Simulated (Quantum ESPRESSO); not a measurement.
**Magnetic state of Mn3Si from several starts**

A self-consistent run ends on one state, which hangs on the start. Several orders of Mn3Si are started in Quantum ESPRESSO and their energies compared.

Program: Quantum ESPRESSO 7.5. Level of theory: LDA; plane waves with GBRV 1.5 LDA potentials, no spin-orbit coupling. Results are calculated unless marked as measured.

Report form: the programs' logs are mostly left out.

**1. The structure**

The structure is cubic, space group Fm-3m (No. 225). The conventional cell has a = 5.722 Å, b = 5.722 Å, c = 5.722 Å, α = 90.00°, β = 90.00°, γ = 90.00°. Nearest to Mn lie 8 Mn at 2.48 Å and 6 Si at 2.86 Å. Nearest to Mn lie 4 Si at 2.48 Å and 4 Mn at 2.48 Å. Si has 14 Mn at 2.48 to 2.86 Å nearest. Farther neighbours are not listed.

The cell comes from the Crystallography Open Database.

**2. Start 1: ferro +++**

The signs are those of the starting moments on the seeded atoms, the atoms that are given a moment.

The input, pw.in:

```
&CONTROL
  calculation = 'scf'
  prefix = 'pwscf'
  outdir = './tmp'
  pseudo_dir = './pseudo'
  disk_io = 'nowf'
/
&SYSTEM
  ibrav = 0
  celldm(1) = 8
  nat = 4
  ntyp = 2
  ecutwfc = 40
  ecutrho = 280
  nbnd = 39
  occupations = 'smearing'
  smearing = 'fd'
  degauss = 0.00734986
  nspin = 2
  starting_magnetization(1) = 0.2333
  starting_magnetization(2) = 0
/
&ELECTRONS
  conv_thr = 8d-09
  electron_maxstep = 150
  mixing_beta = 0.3
/
ATOMIC_SPECIES
Mn     54.9380 mn_lda_v1.5.uspp.F.UPF
Si     28.0850 si_lda_v1.uspp.F.UPF
CELL_PARAMETERS alat
   0.0000000000000    0.6758133053193    0.6758133053193
   0.6758133053193    0.0000000000000    0.6758133053193
   0.6758133053193    0.6758133053193    0.0000000000000
ATOMIC_POSITIONS crystal
Mn      0.5000000000    0.5000000000    0.5000000000
Mn      0.2500000000    0.2500000000    0.2500000000
Mn      0.7500000000    0.7500000000    0.7500000000
Si      0.0000000000    0.0000000000    0.0000000000
K_POINTS automatic
8 8 8 0 0 0
```

Started as:

```
> OMP_NUM_THREADS=1 mpirun -n 4 pw.x -nk 4 -in pw.in > pw.out
```

Run time: 34 s. Hardware: 4 MPI ranks of Intel Xeon Platinum 8488C (Sapphire Rapids), shared host; peak memory 0.4 GiB; 2.3 min of CPU time.

Spin moment in the atom's sphere by atom:

```csv
atom,spin moment in the atom's sphere (μB)
Mn1,2.30
Mn2,-0.62
Mn3,-0.62
Si4,0.03
```

Numbers from this step:

```yaml
smearing_term_ts: 0.1304 eV
magnetization: 1.135 μB
absolute_magnetization: 3.777 μB
final_state: ferrimagnetic
```

The typed signs were not kept.

**3. Start 2: ferri +−−**

The input, pw.in:

```
&CONTROL
  calculation = 'scf'
  prefix = 'pwscf'
  outdir = './tmp'
  pseudo_dir = './pseudo'
  disk_io = 'nowf'
/
&SYSTEM
  ibrav = 0
  celldm(1) = 8
  nat = 4
  ntyp = 3
  ecutwfc = 40
  ecutrho = 280
  nbnd = 35
  occupations = 'smearing'
  smearing = 'fd'
  degauss = 0.00734986
  nspin = 2
  starting_magnetization(1) = 0.2333
  starting_magnetization(2) = -0.2333
  starting_magnetization(3) = 0
/
&ELECTRONS
  conv_thr = 8d-09
  electron_maxstep = 150
  mixing_beta = 0.3
/
ATOMIC_SPECIES
Mn1    54.9380 mn_lda_v1.5.uspp.F.UPF
Mn2    54.9380 mn_lda_v1.5.uspp.F.UPF
Si     28.0850 si_lda_v1.uspp.F.UPF
CELL_PARAMETERS alat
   0.0000000000000    0.6758133053193    0.6758133053193
   0.6758133053193    0.0000000000000    0.6758133053193
   0.6758133053193    0.6758133053193    0.0000000000000
ATOMIC_POSITIONS crystal
Mn1     0.5000000000    0.5000000000    0.5000000000
Mn2     0.2500000000    0.2500000000    0.2500000000
Mn2     0.7500000000    0.7500000000    0.7500000000
Si      0.0000000000    0.0000000000    0.0000000000
K_POINTS automatic
8 8 8 0 0 0
```

Run time: 19 s. Hardware: 4 MPI ranks; peak memory 0.41 GiB.

Spin moment in the atom's sphere by atom:

```csv
atom,spin moment in the atom's sphere (μB)
Mn1,2.30
Mn2,-0.62
Mn3,-0.62
Si4,0.03
```

Numbers from this step:

```yaml
smearing_term_ts: 0.1304 eV
magnetization: 1.135 μB
absolute_magnetization: 3.777 μB
final_state: ferrimagnetic
```

**4. Start 3: ferri ++−**

Changes to pw.in since step 3:

```diff
@@ -38,3 +38,3 @@
 Mn1     0.5000000000    0.5000000000    0.5000000000
-Mn2     0.2500000000    0.2500000000    0.2500000000
+Mn1     0.2500000000    0.2500000000    0.2500000000
 Mn2     0.7500000000    0.7500000000    0.7500000000
```

Wall time 19 s (4 MPI ranks); peak memory 0.41 GiB.

Spin moment in the atom's sphere by atom:

```csv
atom,spin moment in the atom's sphere (μB)
Mn1,2.30
Mn2,-0.62
Mn3,-0.62
Si4,0.03
```

This step gave:

| Item | Value |
| --- | --- |
| smearing term TS | 0.1305 eV |
| magnetization | 1.136 μB |
| absolute magnetization | 3.776 μB |
| final state | ferrimagnetic |

The typed signs were not kept.

**5. Run 4 (no spin polarisation)**

The input, pw.in:

```
&CONTROL
  calculation = 'scf'
  prefix = 'pwscf'
  outdir = './tmp'
  pseudo_dir = './pseudo'
  disk_io = 'nowf'
/
&SYSTEM
  ibrav = 0
  celldm(1) = 8
  nat = 4
  ntyp = 2
  ecutwfc = 40
  ecutrho = 280
  nbnd = 33
  occupations = 'smearing'
  smearing = 'fd'
  degauss = 0.00734986
/
&ELECTRONS
  conv_thr = 8d-09
  electron_maxstep = 150
  mixing_beta = 0.3
/
ATOMIC_SPECIES
Mn     54.9380 mn_lda_v1.5.uspp.F.UPF
Si     28.0850 si_lda_v1.uspp.F.UPF
CELL_PARAMETERS alat
   0.0000000000000    0.6758133053193    0.6758133053193
   0.6758133053193    0.0000000000000    0.6758133053193
   0.6758133053193    0.6758133053193    0.0000000000000
ATOMIC_POSITIONS crystal
Mn      0.5000000000    0.5000000000    0.5000000000
Mn      0.2500000000    0.2500000000    0.2500000000
Mn      0.7500000000    0.7500000000    0.7500000000
Si      0.0000000000    0.0000000000    0.0000000000
K_POINTS automatic
8 8 8 0 0 0
```

Run time: 7.9 s. Hardware: 4 MPI ranks; peak memory 0.35 GiB; 31 s of CPU time.

Numbers from this step:

| Quantity | Value |
| --- | --- |
| smearing term TS | 0.2213 eV |
| final state | non-magnetic (no spin polarisation) |

**6. Energies of the orders**

An order is kept where moments of 0.15 μB or more survive with the typed signs; meshes match where a doubled cell samples the same k points as the first cell.

Ferrimagnetic means that a moment over 0.15 μB on a transition or rare-earth metal, induced ones included, opposes the net moment. Orders:

```csv
start,final state,typed order kept,energy over the lowest (meV a seeded atom),largest site moment (μB),net moment (μB a cell of the first run),mesh matched,CPU time (s)
ferro +++,ferrimagnetic,no,0,2.3,1.135,yes,136.3
ferri +--,ferrimagnetic,yes,0,2.3,1.135,yes,74.15
ferri ++-,ferrimagnetic,no,0,2.3,1.136,yes,75.05
no spin polarisation,non-magnetic,-,95.03,0,0,yes,30.65
```

**7. Results**

| Property | Result |
| --- | --- |
| lowest state found | ferrimagnetic (from ferro +++, ferri +-- and ferri ++-) |
| largest site moment | 2.30 μB |
| state without moments | 95.0 meV a seeded atom higher |

In words: 2 starts left the typed signs, so such an energy belongs to the state reached, not the one typed. Only these 4 starts were compared; other wavevectors, canted and longer-period orders were not. Energies are free energies at an electronic temperature of 1160 K, which lowers moments and differences where the moments are itinerant.

[Logs and program files are shortened in this print: banners, set-up blocks, solver, clock and traceback lines can be left out without a mark of their own.]

[Logs are printed without paths, hosts, clocks, repeated set-up lines and the standing remarks that a program may print on its own settings, such as how far it seeks lower states.]

[Hosts, paths, dates, database ids (printed as entryN), source tags and the programs' standing remarks are cut or masked in the printed files.]

[Where a cell is said to come from a database of computed structures, the database is the Materials Project.]
